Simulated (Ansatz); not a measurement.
## Σ9 (221) boundary in fcc Ag: structure and resistance

Aim: the relaxed structure and the specific resistance of the Σ9 (221) boundary in fcc Ag.

Calculated with Ansatz 0.2.0; Ansatz plane-wave DFT, LDA, PAW files; relaxation of a bicrystal slab with its lowest layers held; PAW set soft_1, in the first sound run; inputs show where later runs differ.

## (1) Starting point

The cell holds 28 atoms: 28 Ag. Its edges and angles: a = 2.889 Å, b = 8.668 Å, c = 30.069 Å, α = 90.0°, β = 90.0°, γ = 90.0°. It derives from Ag. built on the (2 2 1) plane; 2 overlapping atoms removed and the grains opened by 0 Å. Vacuum lies along c.

## (2) Relaxing the bicrystal

The boundary is built by mirroring the lower grain in the boundary plane and removing any atoms that overlap. A thin bicrystal slab is relaxed first, with the lowest layers held and the upper grain free to shift and open.

Input file input.yaml:

```yaml
crystal:
  lattice:
    - [2.8893797293, 0.0, 0.0]
    - [0.0, 8.6681391879, 0.0]
    - [0.0, 0.0, 30.0689333324]
  atoms:
    - { symbol: Ag, position: [2.0e-10, 0.6666666666, 0.1662845817] }
    - { symbol: Ag, position: [0.5000000002, 0.9444444444, 0.1889336502] }
    - { symbol: Ag, position: [2.0e-10, 0.2222222222, 0.2115827188] }
    - { symbol: Ag, position: [0.5000000002, 0.5, 0.2342317874] }
    - { symbol: Ag, position: [1.0e-10, 0.7777777778, 0.256880856] }
    - { symbol: Ag, position: [0.5000000001, 0.0555555555, 0.2795299246] }
    - { symbol: Ag, position: [1.0e-10, 0.3333333333, 0.3021789932] }
    - { symbol: Ag, position: [0.5000000001, 0.6111111111, 0.3248280617] }
    - { symbol: Ag, position: [1.0e-10, 0.8888888889, 0.3474771303] }
    - { symbol: Ag, position: [0.5000000001, 0.1666666667, 0.3701261989] }
    - { symbol: Ag, position: [0.0, 0.4444444444, 0.3927752675] }
    - { symbol: Ag, position: [0.5, 0.7222222222, 0.4154243361] }
    - { symbol: Ag, position: [0.0, 0.0, 0.4380734047] }
    - { symbol: Ag, position: [0.0, 0.4444444444, 0.4833715418] }
    - { symbol: Ag, position: [0.5000000001, 0.1666666667, 0.5060206104] }
    - { symbol: Ag, position: [1.0e-10, 0.8888888889, 0.528669679] }
    - { symbol: Ag, position: [0.5000000001, 0.6111111111, 0.5513187476] }
    - { symbol: Ag, position: [1.0e-10, 0.3333333333, 0.5739678162] }
    - { symbol: Ag, position: [0.5000000001, 0.0555555555, 0.5966168848] }
    - { symbol: Ag, position: [1.0e-10, 0.7777777778, 0.6192659533] }
    - { symbol: Ag, position: [0.5000000002, 0.5, 0.6419150219] }
    - { symbol: Ag, position: [2.0e-10, 0.2222222222, 0.6645640905] }
    - { symbol: Ag, position: [0.5000000002, 0.9444444444, 0.6872131591] }
    - { symbol: Ag, position: [2.0e-10, 0.6666666666, 0.7098622277] }
    - { symbol: Ag, position: [0.5000000002, 0.3888888889, 0.7325112963] }
    - { symbol: Ag, position: [2.0e-10, 0.1111111111, 0.7551603648] }
    - { symbol: Ag, position: [0.5000000003, 0.8333333333, 0.7778094334] }
    - { symbol: Ag, position: [3.0e-10, 0.5555555555, 0.800458502] }
kpoints:
  mp_grid: { grid: [8, 3, 1] }
hamiltonian:
  xc: lda
  pseudopotentials: { kind: paw, azcp: { folder: soft_1 }, xc_functional: pbe }
scf:
  occupations: { method: fermi_dirac, width: 0.1 }
relax:
  f_tol: 0.03
  max_steps: 80
  constraints: [{ sites: [0, 1, 2, 3, 4] }]
```

Launch:

```console
> ansatz run input.yaml --threads 4 --pin off --max-ram 15360MiB --backend cpu --events-out ev --progress --plain --runs-dir out
```

Numbers of over 12 decimals in the logs are rounded to 6 here.

What it wrote:

```text
Engine: ansatz 0.2.0, aarch64-unknown-linux-gnu
Pseudopotentials: kind: paw
Pseudopotential: Ag, paw, valence charge 19, recommended cutoff 420 eV (normal), soft_1/Ag.paw.azcp
Functional definition: SPW92
  exchange = slater_x
  correlation = pw_c
Crystal: 28 atoms, lattice volume = 753.093 Å³
Basis set: ecut = 420 eV, 14713 PW (Γ)
Bands: 320, of which v1, the nominal top of the filled ones, is band 266 counted from 1 (265 counted from 0)
Symmetry: 2 space group operations
Space group: Pm (ITA 6), of the structure as read, at distance tolerance 9.1e-5 Å
k-points: 10 of 24 (time reversal used)
Non-local potential: Ag, projectors of the file, l = 0: 3, l = 1: 2, l = 2: 2, l = 3: 1
PAW form: soft (Blöchl's): semilocal exchange-correlation on the pseudo side does not see the compensation charge
PAW frozen core: Ag, regenerated for the run's functional, and the local potential with it (the file was generated under x = pbe(κ = 0.804, μ = 0.219515), c = pbe(β = 0.066725))
PAW one-centre angular grid: Ag, 590 points (default); XC on 64 Gauss nodes
Initial density: superposition of atomic densities (neutral atoms: chi_scale 0, normalization atom)
Initial wavefunctions: pseudopotential atomic-orbital guess
Functional: x = slater, c = lda
SCF iter   1: F=—  HF=-208832.972670 eV  |F-HF|=—  |Δ(HF+E_count)|=         —  Δρ=6.55e-2  dr2=3.57e1  ethr=3.10e-3  ⟨swp⟩=6.0  Hψ=11494  notcnv=0  defer=158
preconditioner: auto → LDOS  [metal: Δε(μ)=0.005 eV  Ē_g=9.204 eV  σ=0.100 eV  W_gap=0.01  n_scr=208 (ndim 8)  ℏωp=23.7 eV  f_vac=0.323  D(μ)=11.07/eV (n_scr^D=54)  β→1.0]
SCF iter   2: F=—  HF=-208838.485963 eV  |F-HF|=—  |Δ(HF+E_count)|=    5.51e0  Δρ=8.92e-2  dr2=4.88e1  ethr=3.10e-3  ⟨swp⟩=3.0  Hψ=8164  notcnv=0  defer=354
SCF iter   3: F=—  HF=-208823.376714 eV  |F-HF|=—  |Δ(HF+E_count)|=    1.51e1  Δρ=1.39e-2  dr2=9.96e-1  ethr=3.10e-3  ⟨swp⟩=2.5  Hψ=6097  notcnv=0  defer=351
SCF iter   4: F=—  HF=-208823.073573 eV  |F-HF|=—  |Δ(HF+E_count)|=   3.03e-1  Δρ=1.66e-3  dr2=2.37e-2  ethr=1.87e-4  ⟨swp⟩=2.0  Hψ=6430  notcnv=0  defer=356
SCF iter   5: F=—  HF=-208823.067126 eV  |F-HF|=—  |Δ(HF+E_count)|=   6.45e-3  Δρ=6.59e-4  dr2=2.84e-3  ethr=4.45e-6  ⟨swp⟩=3.0  Hψ=6564  notcnv=0  defer=356
SCF iter   6: F=—  HF=-208823.066984 eV  |F-HF|=—  |Δ(HF+E_count)|=   1.42e-4  Δρ=1.39e-4  dr2=1.41e-4  ethr=5.34e-7  ⟨swp⟩=2.2  Hψ=4637  notcnv=0  defer=356
SCF iter   7: F=-208823.066980 eV  HF=-208823.066988 eV  |F-HF|=7.33e-6  |Δ(HF+E_count)|=   3.98e-6  Δρ=4.23e-5  dr2=1.42e-5  ethr=4.23e-9  ⟨swp⟩=3.0  Hψ=12064  notcnv=0
SCF 1 converged in 7 iterations: F = -208823.066980 eV  dr2 = 1.42e-5
  greatest PAW one-centre occupation: 1.001 electrons in one spin orbital (limit 2), on the Ag atom at site 17 (counted from 0), in its partial waves of l = 0
relax step   1: F+E_penalty+E_count = -208823.06698027 eV  Δ(F+E_penalty+E_count) = +0.000e0 eV  max|allowed force component| = 7.497e-1 eV/Å  Δτ_max = 0.0000 Å  (7 SCF iters, dr2 threshold 2.25e-5 eV, accepted)
Initial density: handed on by an earlier stage of this run
Initial wavefunctions: those handed on with the density
iter 1 solved again at ethr=4.09e-5 eV; its pass at ethr=3.10e-3 eV (dr2=2.17e-1 eV) is discarded
SCF iter   1: F=—  HF=-208823.285587 eV  |F-HF|=—  |Δ(HF+E_count)|=         —  Δρ=3.32e-3  dr2=9.98e-2  ethr=4.09e-5  ⟨swp⟩=2.0  Hψ=10612  notcnv=0  defer=340
preconditioner: auto → LDOS  [metal: Δε(μ)=0.080 eV  Ē_g=9.767 eV  σ=0.100 eV  W_gap=0.20  n_scr=208 (ndim 8)  ℏωp=23.7 eV  f_vac=0.324  D(μ)=9.65/eV (n_scr^D=50)  β→1.0]
SCF iter   2: F=—  HF=-208823.285683 eV  |F-HF|=—  |Δ(HF+E_count)|=   9.60e-5  Δρ=3.49e-3  dr2=1.12e-1  ethr=1.88e-5  ⟨swp⟩=2.6  Hψ=5672  notcnv=0  defer=340
SCF iter   3: F=—  HF=-208823.255514 eV  |F-HF|=—  |Δ(HF+E_count)|=   3.02e-2  Δρ=6.33e-4  dr2=4.78e-3  ethr=1.88e-5  ⟨swp⟩=2.0  Hψ=5326  notcnv=0  defer=340
SCF iter   4: F=—  HF=-208823.254921 eV  |F-HF|=—  |Δ(HF+E_count)|=   5.93e-4  Δρ=2.75e-4  dr2=5.14e-4  ethr=8.98e-7  ⟨swp⟩=2.4  Hψ=5740  notcnv=0  defer=341
SCF iter   5: F=—  HF=-208823.254789 eV  |F-HF|=—  |Δ(HF+E_count)|=   1.32e-4  Δρ=4.11e-5  dr2=2.52e-5  ethr=9.67e-8  ⟨swp⟩=2.8  Hψ=5691  notcnv=0  defer=341
SCF iter   6: F=-208823.254783 eV  HF=-208823.254786 eV  |F-HF|=2.43e-6  |Δ(HF+E_count)|=   3.90e-6  Δρ=1.77e-5  dr2=3.51e-6  ethr=4.75e-9  ⟨swp⟩=4.0  Hψ=9824  notcnv=0
SCF 2 converged in 6 iterations: F = -208823.254783 eV  dr2 = 3.51e-6
relax step   2: F+E_penalty+E_count = -208823.25478312 eV  Δ(F+E_penalty+E_count) = -1.878e-1 eV  max|allowed force component| = 2.969e-1 eV/Å  Δτ_max = 0.1918 Å  (6 SCF iters, dr2 threshold 3.51e-5 eV, accepted)
SCF iter   1: F=—  HF=-208823.775507 eV  |F-HF|=—  |Δ(HF+E_count)|=         —  Δρ=8.86e-3  dr2=6.08e-1  ethr=1.19e-3  ⟨swp⟩=6.4  Hψ=9044  notcnv=0  defer=325
preconditioner: auto → LDOS  [metal: Δε(μ)=0.023 eV  Ē_g=9.796 eV  σ=0.100 eV  W_gap=0.06  n_scr=208 (ndim 8)  ℏωp=23.7 eV  f_vac=0.330  D(μ)=9.72/eV (n_scr^D=50)  β→1.0]
SCF iter   2: F=—  HF=-208823.672498 eV  |F-HF|=—  |Δ(HF+E_count)|=   1.03e-1  Δρ=7.30e-3  dr2=6.23e-1  ethr=1.14e-4  ⟨swp⟩=2.8  Hψ=6553  notcnv=0  defer=353
SCF iter   3: F=—  HF=-208823.521222 eV  |F-HF|=—  |Δ(HF+E_count)|=   1.51e-1  Δρ=1.67e-3  dr2=2.52e-2  ethr=1.14e-4  ⟨swp⟩=2.0  Hψ=4808  notcnv=0  defer=353
SCF iter   4: F=—  HF=-208823.518820 eV  |F-HF|=—  |Δ(HF+E_count)|=   2.40e-3  Δρ=1.39e-3  dr2=1.27e-2  ethr=4.74e-6  ⟨swp⟩=3.0  Hψ=6799  notcnv=0  defer=353
SCF iter   5: F=—  HF=-208823.515509 eV  |F-HF|=—  |Δ(HF+E_count)|=   3.31e-3  Δρ=4.27e-4  dr2=1.34e-3  ethr=2.39e-6  ⟨swp⟩=2.0  Hψ=5291  notcnv=0  defer=353
SCF iter   6: F=—  HF=-208823.515109 eV  |F-HF|=—  |Δ(HF+E_count)|=   4.00e-4  Δρ=8.89e-5  dr2=5.65e-5  ethr=2.52e-7  ⟨swp⟩=2.0  Hψ=5568  notcnv=0  defer=352
SCF iter   7: F=-208823.515090 eV  HF=-208823.515091 eV  |F-HF|=1.43e-6  |Δ(HF+E_count)|=   1.83e-5  Δρ=1.54e-5  dr2=1.89e-6  ethr=1.04e-9  ⟨swp⟩=3.0  Hψ=12802  notcnv=0
SCF 3 converged in 7 iterations: F = -208823.515090 eV  dr2 = 1.89e-6
relax step   3: F+E_penalty+E_count = -208823.51508954 eV  Δ(F+E_penalty+E_count) = -2.603e-1 eV  max|allowed force component| = 2.207e-1 eV/Å  Δτ_max = 0.2000 Å  (7 SCF iters, dr2 threshold 5.51e-6 eV, accepted)
[... from here on, the SCF cycles and remarks between the steps are left out ...]
relax step   4: F+E_penalty+E_count = -208823.69370600 eV  Δ(F+E_penalty+E_count) = -1.786e-1 eV  max|allowed force component| = 1.331e-1 eV/Å  Δτ_max = 0.1944 Å  (7 SCF iters, dr2 threshold 7.64e-6 eV, accepted)
relax step   5: F+E_penalty+E_count = -208823.85154505 eV  Δ(F+E_penalty+E_count) = -1.578e-1 eV  max|allowed force component| = 1.583e-1 eV/Å  Δτ_max = 0.1939 Å  (7 SCF iters, dr2 threshold 6.44e-6 eV, accepted)
relax step   6: F+E_penalty+E_count = -208823.94842880 eV  Δ(F+E_penalty+E_count) = -9.688e-2 eV  max|allowed force component| = 1.228e-1 eV/Å  Δτ_max = 0.1921 Å  (7 SCF iters, dr2 threshold 9.12e-6 eV, accepted)
relax step   7: F+E_penalty+E_count = -208823.99556011 eV  Δ(F+E_penalty+E_count) = -4.713e-2 eV  max|allowed force component| = 5.179e-2 eV/Å  Δτ_max = 0.1949 Å  (7 SCF iters, dr2 threshold 9.08e-6 eV, accepted)
relax step   8: F+E_penalty+E_count = -208823.99754396 eV  Δ(F+E_penalty+E_count) = -1.984e-3 eV  max|allowed force component| = 3.195e-2 eV/Å  Δτ_max = 0.0400 Å  (8 SCF iters, accepted)
relax step   9: F+E_penalty+E_count = -208823.99921128 eV  Δ(F+E_penalty+E_count) = -1.667e-3 eV  max|allowed force component| = 9.700e-3 eV/Å  Δτ_max = 0.0400 Å  (7 SCF iters, accepted)
relax step  10: F+E_penalty+E_count = -208824.00134039 eV  Δ(F+E_penalty+E_count) = -2.129e-3 eV  max|allowed force component| = 2.923e-2 eV/Å  Δτ_max = 0.0760 Å  (8 SCF iters, accepted)
relax step  11: F+E_penalty+E_count = -208824.00368131 eV  Δ(F+E_penalty+E_count) = -2.341e-3 eV  max|allowed force component| = 6.493e-2 eV/Å  Δτ_max = 0.1743 Å  (8 SCF iters, accepted)
relax step  12: F+E_penalty+E_count = -208824.00565193 eV  Δ(F+E_penalty+E_count) = -1.971e-3 eV  max|allowed force component| = 2.930e-2 eV/Å  Δτ_max = 0.0226 Å  (5 SCF iters, dr2 threshold 4.22e-6 eV, accepted)
relax step  13: F+E_penalty+E_count = -208824.00565335 eV  Δ(F+E_penalty+E_count) = -1.419e-6 eV  max|allowed force component| = 2.926e-2 eV/Å  Δτ_max = 0.0000 Å  (3 SCF iters, accepted)
SCF iter   1: F=—  HF=-208824.045688 eV  |F-HF|=—  |Δ(HF+E_count)|=         —  Δρ=3.43e-3  dr2=9.38e-2  ethr=1.49e-4  ⟨swp⟩=4.8  Hψ=7901  notcnv=0  defer=356
preconditioner: auto → LDOS  [metal: Δε(μ)=0.004 eV  Ē_g=10.007 eV  σ=0.100 eV  W_gap=0.01  n_scr=208 (ndim 8)  ℏωp=23.7 eV  f_vac=0.355  D(μ)=9.62/eV (n_scr^D=50)  β→1.0]
SCF iter   2: F=—  HF=-208824.026046 eV  |F-HF|=—  |Δ(HF+E_count)|=   1.96e-2  Δρ=2.58e-3  dr2=4.79e-2  ethr=1.76e-5  ⟨swp⟩=2.6  Hψ=6186  notcnv=0  defer=357
SCF iter   3: F=—  HF=-208824.007052 eV  |F-HF|=—  |Δ(HF+E_count)|=   1.90e-2  Δρ=2.26e-4  dr2=1.08e-3  ethr=9.00e-6  ⟨swp⟩=2.8  Hψ=5269  notcnv=0  defer=357
SCF iter   4: F=—  HF=-208824.006767 eV  |F-HF|=—  |Δ(HF+E_count)|=   2.85e-4  Δρ=1.43e-4  dr2=2.52e-4  ethr=2.03e-7  ⟨swp⟩=3.0  Hψ=6659  notcnv=0  defer=357
SCF iter   5: F=—  HF=-208824.006787 eV  |F-HF|=—  |Δ(HF+E_count)|=   1.98e-5  Δρ=7.75e-5  dr2=5.22e-5  ethr=4.73e-8  ⟨swp⟩=2.0  Hψ=5256  notcnv=0  defer=357
SCF iter   6: F=—  HF=-208824.006725 eV  |F-HF|=—  |Δ(HF+E_count)|=   6.20e-5  Δρ=1.24e-5  dr2=1.99e-6  ethr=9.81e-9  ⟨swp⟩=2.0  Hψ=5237  notcnv=0  defer=357
SCF iter   7: F=—  HF=-208824.006725 eV  |F-HF|=—  |Δ(HF+E_count)|=   3.98e-7  Δρ=4.67e-6  dr2=2.02e-7  ethr=3.73e-10  ⟨swp⟩=2.1  Hψ=4592  notcnv=0  defer=357
SCF iter   8: F=-208824.006725 eV  HF=-208824.006725 eV  |F-HF|=1.40e-8  |Δ(HF+E_count)|=   1.33e-8  Δρ=1.13e-6  dr2=1.61e-8  ethr=1.88e-11  ⟨swp⟩=4.6  Hψ=10165  notcnv=0
SCF 14 converged in 8 iterations: F = -208824.006725 eV  dr2 = 1.61e-8
relax step  14: F+E_penalty+E_count = -208824.00672458 eV  Δ(F+E_penalty+E_count) = -1.071e-3 eV  max|allowed force component| = 7.836e-3 eV/Å  Δτ_max = 0.0687 Å  (8 SCF iters, accepted)
SCF converged after 8 iterations
Free energy (F): -208824.006725 eV
Harris-Foulkes:  -208824.006725 eV  (|F-HF|=1.40e-8)
Internal energy: -208823.703399 eV  (E = F + TS)
E sigma→0 (E₀):  -208823.855062 eV
Entropy (-TS):   -0.303326 eV (-10.833 meV/atom)
Fermi energy:    9.004265 eV
--- Per-component energies (eV) ---
  E_band       = -10964.432084
  E_kinetic    = 13100.908769
  E_local      = -776764.061798  (includes V_loc(G=0)·N_el)
  E_nonlocal   = 1088.033988
  E_hartree    = 385648.914293
  E_xc         = -4423.824379
  E_vxc        = -5627.209677  (∫ρ·V_xc dr)
  E_paw        = -107062.843443  (= ΣΔE_a)
  E_vpaw       = -14059.914150  (= ΣTr[D̂ρ^β])
  E_aug_tail   = 0.009874  (compensation charges beyond the density's cutoff)
  E_ewald      = 279568.864677
  E_core_change = 20.294621  (= ΣΔE_core)
  E_smearing   = -0.303326  (= −TS)
  E_closure    = -0.000000  (closes the sum)
  Σ components = -208824.006725   (vs F -208824.006725, Δ=0.00e0)
--- Forces (eV/Å), atoms counted from 1 ---
  atom   1  Ag     0.00000000     0.24636965     0.74470371
  atom   2  Ag     0.00000000    -0.14567692     0.15663723
  atom   3  Ag     0.00000000    -0.09744398    -0.03706364
  atom   4  Ag     0.00000000     0.05904943    -0.47431974
  atom   5  Ag     0.00000000    -0.06227946    -0.39009022
  atom   6  Ag     0.00000000     0.00132970     0.00030226
  atom   7  Ag     0.00000000    -0.00063344     0.00028915
  atom   8  Ag     0.00000000    -0.00012992    -0.00152423
  atom   9  Ag     0.00000000     0.00224923    -0.00124066
  atom  10  Ag     0.00000000     0.00084786     0.00134135
  atom  11  Ag     0.00000000    -0.00012497     0.00338143
  atom  12  Ag     0.00000000     0.00083837    -0.00084627
  atom  13  Ag     0.00000000    -0.00783646     0.00232154
  atom  14  Ag     0.00000000    -0.00544193    -0.00100774
  atom  15  Ag     0.00000000     0.00053385    -0.00179165
  atom  16  Ag     0.00000000     0.00502703    -0.00156688
  atom  17  Ag     0.00000000     0.00023627    -0.00160860
  atom  18  Ag     0.00000000     0.00220047     0.00151203
  atom  19  Ag     0.00000000     0.00043014     0.00134915
  atom  20  Ag     0.00000000    -0.00166432     0.00004776
  atom  21  Ag     0.00000000     0.00057810    -0.00153185
  atom  22  Ag     0.00000000     0.00182208     0.00014915
  atom  23  Ag     0.00000000    -0.00104075    -0.00002099
  atom  24  Ag     0.00000000    -0.00057832    -0.00132055
  atom  25  Ag     0.00000000    -0.00043529    -0.00021404
  atom  26  Ag     0.00000000     0.00044007     0.00028314
  atom  27  Ag     0.00000000     0.00046648     0.00069865
  atom  28  Ag     0.00000000     0.00051706     0.00074418
  max |Σ_I F_I| component: 3.86e-4 eV/Å
--- Relaxed structure (14 steps of the walk, 14 accepted, 0 SCFs on fresh bases) ---
  F+E_penalty+E_count = -208824.00672458 eV   max|allowed force component| = 7.836e-3 eV/Å
  atoms:
    - { symbol: Ag, position: [0.0, 0.666667, 0.1662845817] }
    - { symbol: Ag, position: [0.5, 0.944444, 0.188934] }
    - { symbol: Ag, position: [0.0, 0.222222, 0.2115827188] }
    - { symbol: Ag, position: [0.5, 0.500000, 0.234232] }
    - { symbol: Ag, position: [0.0, 0.777778, 0.256880856] }
    - { symbol: Ag, position: [0.5, 0.054254, 0.276422] }
    - { symbol: Ag, position: [0.0, 0.334682, 0.297468] }
    - { symbol: Ag, position: [0.5, 0.614791, 0.322037] }
    - { symbol: Ag, position: [0.0, 0.886825, 0.342764] }
    - { symbol: Ag, position: [0.5, 0.171880, 0.362571] }
    - { symbol: Ag, position: [0.0, 0.440159, 0.382847] }
    - { symbol: Ag, position: [0.5, 0.722271, 0.413891] }
    - { symbol: Ag, position: [0.0, 0.00995463, 0.424713] }
    - { symbol: Ag, position: [0.0, 0.506426, 0.467105] }
    - { symbol: Ag, position: [0.5, 0.220470, 0.479091] }
    - { symbol: Ag, position: [0.0, 0.940186, 0.508994] }
    - { symbol: Ag, position: [0.5, 0.670588, 0.528498] }
    - { symbol: Ag, position: [0.0, 0.383240, 0.549252] }
    - { symbol: Ag, position: [0.5, 0.113426, 0.570851] }
    - { symbol: Ag, position: [0.0, 0.832200, 0.594040] }
    - { symbol: Ag, position: [0.5, 0.550477, 0.614609] }
    - { symbol: Ag, position: [0.0, 0.278133, 0.636915] }
    - { symbol: Ag, position: [0.5, 1.000837, 0.657524] }
    - { symbol: Ag, position: [0.0, 0.718098, 0.678273] }
    - { symbol: Ag, position: [0.5, 0.434937, 0.704336] }
    - { symbol: Ag, position: [0.0, 0.160785, 0.723474] }
    - { symbol: Ag, position: [0.500000, 0.889348, 0.743526] }
    - { symbol: Ag, position: [6.898546541018123e-18, 0.620566, 0.762683] }
```

Elapsed: 17 min, on 4 threads of Arm Neoverse V2, shared host; peak memory 4.7 GiB; 66 min of CPU time.

Step by step:

| step | energy less that of the first step (eV) | largest force component (eV/Å) |
| --- | --- | --- |
| 1 | 0.0000 | 0.7497 |
| 2 | -0.1878 | 0.2969 |
| 3 | -0.4481 | 0.2207 |
| 4 | -0.6267 | 0.1331 |
| 5 | -0.7846 | 0.1583 |
| 6 | -0.8814 | 0.1228 |
| 7 | -0.9286 | 0.0518 |
| 8 | -0.9306 | 0.0319 |
| 9 | -0.9322 | 0.0097 |
| 10 | -0.9344 | 0.0292 |
| 11 | -0.9367 | 0.0649 |
| 12 | -0.9387 | 0.0293 |
| 13 | -0.9387 | 0.0293 |
| 14 | -0.9397 | 0.0078 |

Forces are held to the 2 operations that the run works with; a distortion that breaks them can't arise in this run.

The atoms that moved most (Å):

| atom | dx | dy | dz | length |
| --- | --- | --- | --- | --- |
| Ag28 | 0.000 | 0.564 | -1.136 | 1.268 |
| Ag27 | 0.000 | 0.486 | -1.031 | 1.139 |
| Ag24 | 0.000 | 0.446 | -0.950 | 1.049 |
| Ag26 | 0.000 | 0.431 | -0.953 | 1.046 |
| Ag23 | 0.000 | 0.489 | -0.893 | 1.018 |
| Ag22 | 0.000 | 0.485 | -0.831 | 0.962 |
| Ag25 | 0.000 | 0.399 | -0.847 | 0.937 |
| Ag15 | 0.000 | 0.466 | -0.810 | 0.934 |

This step gave:

```
free energy             : -208824.0067 eV
energy at zero smearing : -208823.8551 eV
Fermi energy            : 9.004 eV
```

The largest force component on a free atom ends at 0.0078 eV/Å, under the tolerance of 0.03, after 14 steps.

[end of part 1 of 3]

[Logs are printed without paths, hosts, clocks, repeated set-up lines and the standing remarks that a program may print on its own settings, such as how far it seeks lower states.]

[Hosts, paths, dates, database ids (printed as entryN), source tags and the programs' standing remarks are cut or masked in the printed files.]
